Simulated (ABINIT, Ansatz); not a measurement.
# TiO2 (Rutile): one start, several treatments of the self-energy, part 2 of 2

Aim: compare treatments of exchange, screening and correlation for the gap of TiO2 (Rutile).

ABINIT 10.8.3; PBE and many-body steps on it, plane waves. Known limits of the many-body steps: not at the basis limit; coarse k mesh.

So far. Step 5 (G0W0, von der Linden-Horsch plasmon pole): Against G0W0 in ABINIT (4×4×4 mesh, 140 bands, screening to 141.5 eV, Godby-Needs plasmon pole), the gap moves by +0.165 eV. Step 6 (G0W0, Engel-Farid plasmon pole): Against G0W0 in ABINIT (4×4×4 mesh, 140 bands, screening to 141.5 eV, Godby-Needs plasmon pole), the gap moves by +0.130 eV.

## Step 7: One-shot Hartree-Fock

This step: one-shot Hartree-Fock on PBE, plane waves, norm-conserving pseudopotentials.

run.abi

```
acell 3*1.0 Angstrom
rprim 
  4.592200000000 0.000000000000 0.000000000000
  0.000000000000 4.592200000000 0.000000000000
  0.000000000000 0.000000000000 2.957400000000
ntypat 2
znucl 22 8
natom 6
typat 1 1 2 2 2 2
xred 
  0.000000000000 0.000000000000 0.000000000000
  0.500000000000 0.500000000000 0.500000000000
  0.304960000000 0.304960000000 0.000000000000
  0.195040000000 0.804960000000 0.500000000000
  0.695040000000 0.695040000000 0.000000000000
  0.804960000000 0.195040000000 0.500000000000
pp_dirpath "pseudos"
pseudos "Ti.upf, O.upf"
ecut 38
ngkpt 4 4 4
nshiftk 1
shiftk 0 0 0
kptopt 1
chksymbreak 0
istwfk *1
occopt 1
irdwfk 1
optdriver 4
nband 28
gwcalctyp 5
ecutsigx 38
symsigma 1
nkptgw 1
kptgw 
  0.0000000000 0.0000000000 0.0000000000
bdgw 
  22 26
ixc_sigma 40
fftgw 31
indata_prefix "in"
outdata_prefix "out"
tmpdata_prefix "tmp"
```

Run with:

```
$ OMP_NUM_THREADS=1 mpirun -n 16 abinit run.abi > log
```

Output:

```text
.Version 10.8.3 of ABINIT. v10.8.2 released Aug 2026.

 Symmetries : space group P4_2/m n m (#136); Bravais tP (primitive tetrag.)
[... echo of the input left out ...]
== DATASET  1 ==================================================================
-   mpi_nproc: 16, omp_nthreads: 1 (-1 if OMP is not activated)

--- !DatasetInfo
iteration_state: {dtset: 1, }
dimensions: {natom: 6, nkpt: 18, mband: 28, nsppol: 1, nspinor: 1, nspden: 1, mpw: 4748, }
cutoff_energies: {ecut:  38.0, pawecutdg:  -1.0, }
[...]
24   5.660 -20.448 -25.098   0.000   1.000   0.000 -25.098  -4.650   1.010
       25   7.576 -20.150 -12.063   0.000   1.000   0.000 -12.063   8.087  15.663
       26   7.879 -19.778 -12.069   0.000   1.000   0.000 -12.069   7.709  15.588

== END DATASET(S) ==============================================================
================================================================================

 -outvars: echo values of variables after computation  --------
           etotal      0.0000000000E+00
            nband          28
             nkpt          18
          spgroup         136
 [... the other variables as echoed above ...]

 Calculation completed.
```

The job ended after 4 s (16 MPI ranks of Arm Neoverse N1, shared host; peak memory 1.5 GiB; 62 s of CPU time).

Numbers from this step:

```
quasiparticle gap on the points computed              : 14.58 eV
starting gap on the mesh                              : 1.917 eV
k of the valence top                                  : 0, 0, 0
k of the conduction bottom                            : 0, 0, 0
least direct quasiparticle gap on the computed points : 14.58 eV
```

Against G0W0 in ABINIT (4×4×4 mesh, 140 bands, screening to 141.5 eV, Godby-Needs plasmon pole), the gap moves by +11.203 eV.

## Step 8: Screening, 4×4×4 mesh, 140 bands, screening to 141.5 eV

This step: RPA screening on PBE, plane waves, norm-conserving pseudopotentials.

run.abi: that of step 7 with these lines changed.

```diff
@@ -27,14 +27,14 @@
 irdwfk 1
-optdriver 4
-nband 28
-gwcalctyp 5
-ecutsigx 38
-symsigma 1
-nkptgw 1
-kptgw 
-  0.0000000000 0.0000000000 0.0000000000
-bdgw 
-  22 26
-ixc_sigma 40
-fftgw 31
+optdriver 3
+nband 140
+ecuteps 5.2
+inclvkb 2
+awtr 1
+symchi 1
+gwcalctyp 2
+nfreqre 16
+freqremax 40 eV
+nfreqim 8
+spmeth 1
+nomegasf 120
 indata_prefix "in"
```

Output:

```text
.Version 10.8.3 of ABINIT. v10.8.2 released Aug 2026.

 Symmetries : space group P4_2/m n m (#136); Bravais tP (primitive tetrag.)
[... echo of the input left out ...]
== DATASET  1 ==================================================================
-   mpi_nproc: 16, omp_nthreads: 1 (-1 if OMP is not activated)

--- !DatasetInfo
iteration_state: {dtset: 1, }
dimensions: {natom: 6, nkpt: 18, mband: 140, nsppol: 1, nspinor: 1, nspden: 1, mpw: 4748, }
cutoff_energies: {ecut:  38.0, pawecutdg:  -1.0, }
electrons: {nelect:   4.80000000E+01, charge:   0.00000000E+00, occopt:   1.00000000E+00, tsmear:   1.00000000E-02, }

 SCREENING: Calculation of the susceptibility and dielectric matrices

 Based on a program developped by R.W. Godby, V. Olevano, G. Onida, and L. Reining.
 Incorporated in ABINIT by V. Olevano, G.-M. Rignanese, and M. Torrent.
.Using double precision arithmetic ; gwpc =  8

[... cell and pseudopotentials left out ...]
--------------------------------------------------------------------------------

 ==== K-mesh for the wavefunctions ====
 Number of points in the irreducible wedge :    18
[... list of points left out ...]
 Together with 16 symmetry operations and time-reversal symmetry
 yields    64 points in the full Brillouin Zone.

 ==== Q-mesh for the screening function ====
 Number of points in the irreducible wedge :    18
[... list of points left out ...]
 Together with 16 symmetry operations and time-reversal symmetry
 yields    64 points in the full Brillouin Zone.

 setmesh: FFT mesh size selected  =    36x   36x   24
          total number of points  =        31104

 vcoul_init : cutoff-mode = AUXILIARY_FUNCTION
 q-points for optical limit:   1
     1)      0.000010    0.000020    0.000030

- screening: taking advantage of time-reversal symmetry
- Maximum band index for partially occupied states nbvw = 24
- Remaining bands to be divided among processors   nbcw = 116
- Number of bands treated by each node ~7

 Number of electrons calculated from density =   48.0000; Expected =   48.0000
 average of density, n =  0.114049
 r_s =    1.2792
 omega_plasma =   32.5763 [eV]

 calculating chi0 at frequencies [eV] :
  1    0.000000E+00    0.000000E+00
  2    2.666667E+00    0.000000E+00
  3    5.333333E+00    0.000000E+00
[...]
23    0.000000E+00    8.296623E+01
 24    0.000000E+00    1.168174E+02

--------------------------------------------------------------------------------
  q-point number  1        q = ( 0.000000, 0.000000, 0.000000) [r.l.u.]
--------------------------------------------------------------------------------
[... chi0 elements left out ...]
  [... further frequencies ...]

 No. of calculated frequencies >  15, stop printing
 For q-point:  0.000010 0.000020 0.000030
  dielectric constant =   8.7548
  dielectric constant without local fields =   9.1811

  Average fulfillment of the sum rule on Im[epsilon] for q-point    1 :     62.22  [%]
[... wings left out ...]
  q-point number  2        q = ( 0.250000, 0.000000, 0.000000) [r.l.u.]
--------------------------------------------------------------------------------
[... chi0 elements left out ...]
  [... further frequencies ...]

 No. of calculated frequencies >  15, stop printing
  Average fulfillment of the sum rule on Im[epsilon] for q-point    2 :     72.98  [%]

 [... 16 further q-points ...]
```

It took 5.1 min on 16 MPI ranks; peak memory 7.8 GiB; 81 min of CPU time.

This step gave:

```yaml
eps_infinity_with_local_fields_on_this_mesh_along_the_program_s_q_direction: 8.755
the_same_without_local_fields: 9.181
plasma_frequency: 32.58 eV
plane_waves_in_the_screening_matrix: 249
```

## Step 9: G0W0, contour deformation

This step: G0W0 on PBE, plane waves, norm-conserving pseudopotentials.

run.abi: that of step 8 with these lines changed.

```diff
@@ -27,14 +27,14 @@
 irdwfk 1
-optdriver 3
+optdriver 4
 nband 140
+gwcalctyp 2
+ecutsigx 38
+symsigma 1
+nkptgw 1
+kptgw 
+  0.0000000000 0.0000000000 0.0000000000
+bdgw 
+  22 26
 ecuteps 5.2
-inclvkb 2
-awtr 1
-symchi 1
-gwcalctyp 2
-nfreqre 16
-freqremax 40 eV
-nfreqim 8
-spmeth 1
-nomegasf 120
+irdscr 1
 indata_prefix "in"
```

Output:

```text
.Version 10.8.3 of ABINIT. v10.8.2 released Aug 2026.

 Symmetries : space group P4_2/m n m (#136); Bravais tP (primitive tetrag.)
[... echo of the input left out ...]
== DATASET  1 ==================================================================
-   mpi_nproc: 16, omp_nthreads: 1 (-1 if OMP is not activated)

--- !DatasetInfo
iteration_state: {dtset: 1, }
dimensions: {natom: 6, nkpt: 18, mband: 140, nsppol: 1, nspinor: 1, nspden: 1, mpw: 4748, }
cutoff_energies: {ecut:  38.0, pawecutdg:  -1.0, }
[...]
23   5.208 -20.672 -25.174   4.659   0.712  -0.404 -20.560   0.112   5.320
[...]
26   7.879 -19.778 -12.069  -5.627   0.714  -0.401 -18.292   1.486   9.365
       26   0.000   0.000   0.000   0.000   0.000   0.000   0.000   0.000   0.000

== END DATASET(S) ==============================================================
================================================================================

 -outvars: echo values of variables after computation  --------
           etotal      0.0000000000E+00
            nband         140
             nkpt          18
          spgroup         136
 [... the other variables as echoed above ...]

 Calculation completed.
```

Run time: 7.8 s. Hardware: 16 MPI ranks; peak memory 3.1 GiB; 2 min of CPU time.

This step gave:

* G0W0 gap on the points computed: 3.382 eV
* starting gap on the mesh: 1.917 eV
* k of the valence top: 0, 0, 0
* k of the conduction bottom: 0, 0, 0
* least direct G0W0 gap on the computed points: 3.382 eV

Against G0W0 in ABINIT (4×4×4 mesh, 140 bands, screening to 141.5 eV, Godby-Needs plasmon pole), the gap moves by +0.007 eV.

## Step 10: Side by side

Times are wall times on 16 MPI ranks of Arm Neoverse N1, shared host, good to a factor of about two. A run's time includes the screening step that it read.

| run | mesh | bands | screening cutoff (eV) | DFT gap (eV) | gap on the mesh (eV) | direct (eV) | ε∞ used | time |
| --- | --- | --- | --- | --- | --- | --- | --- | --- |
| G0W0, Godby-Needs plasmon pole | 4×4×4 | 140 | 141.5 | 1.917 | 3.375 | 3.375 | 8.55 | 4.2 min |
| G0W0, von der Linden-Horsch plasmon pole | 4×4×4 | 140 | 141.5 | 1.917 | 3.540 | 3.540 | 8.55 | 4.2 min |
| G0W0, Engel-Farid plasmon pole | 4×4×4 | 140 | 141.5 | 1.917 | 3.505 | 3.505 | 8.55 | 4.2 min |
| one-shot Hartree-Fock | 4×4×4 | - | - | 1.917 | 14.578 | 14.578 | - | 4 s |
| G0W0, contour deformation | 4×4×4 | 140 | 141.5 | 1.917 | 3.382 | 3.382 | 8.75 | 5.2 min |

## Step 11: What came out

```yaml
g0w0_godby_needs_plasmon_pole: 3.375 eV
g0w0_von_der_linden_horsch_plasmon_pole: 3.540 eV
g0w0_engel_farid_plasmon_pole: 3.505 eV
one_shot_hartree_fock: 14.578 eV
g0w0_contour_deformation: 3.382 eV
known_limits: not at the basis limit; coarse k mesh
```

In words: G0W0, von der Linden-Horsch plasmon pole: +0.165 eV against G0W0, Godby-Needs plasmon pole. G0W0, Engel-Farid plasmon pole: +0.130 eV against G0W0, Godby-Needs plasmon pole. One-shot Hartree-Fock: +11.203 eV against G0W0, Godby-Needs plasmon pole. G0W0, contour deformation: +0.007 eV against G0W0, Godby-Needs plasmon pole. Bare exchange alone opens the gap to 14.58 eV; against G0W0, correlation takes back 11.20 eV. Against experiment, by G0W0, Godby-Needs plasmon pole: the direct gap of 3.37 eV lies +0.34 eV from the measured 3.03 eV (direct, 1.6 K, quoted 2020); the gap of 3.37 eV lies +0.28 eV from the measured 3.09 ± 0.06 eV (indirect, on SiO2 (quartz particles), 2024); the gap of 3.37 eV lies +0.09 eV from the measured 3.28 eV (optical, 2023); the gap of 3.37 eV lies +0.32 eV from the measured 3.05 eV (kind not stated, quoted 2021). An exciton line or allowed optical edge lies below the quasiparticle gap by the binding energy; a forbidden edge can push the onset above it. These are gaps on the mesh, at modest bands and cutoff. The calculation has static nuclei and no excitons; a measured gap holds zero-point and thermal motion, which mostly lowers it. Bands and cutoff are finite, so the gap is not at the basis limit. The miss can reach some tenths of an eV and take either sign; the mesh is an error of its own. In the G0W0 runs levels were corrected at 1 k point alone, so a gap called «on the mesh» is the least over those, and an edge elsewhere would be missed. The 4×4×4 mesh is coarse for this cell, which bears on the long-range parts of exchange and screening.

[Paths, hosts, dates, memory and timing lines, banners, echoed tables and standing remarks are left out of the program output.]

[Logs are printed without paths, hosts, clocks, repeated set-up lines and the standing remarks that a program may print on its own settings, such as how far it seeks lower states.]

[Runs of the session that timed out or met a known fault of the program may be left out.]

[Hosts, paths, dates, database ids (printed as entryN), source tags and the programs' standing remarks are cut or masked in the printed files.]

[G0W0 gaps are taken among the corrected bands and points alone; a level outside them can change the order at an edge.]

[Where Ansatz stands beside ABINIT at settings called matched, ABINIT's density can come from a denser mesh and the files from another edition; pairs whose starting gaps differed by over 0.03 eV were left out, so agreement reads better than it is.]
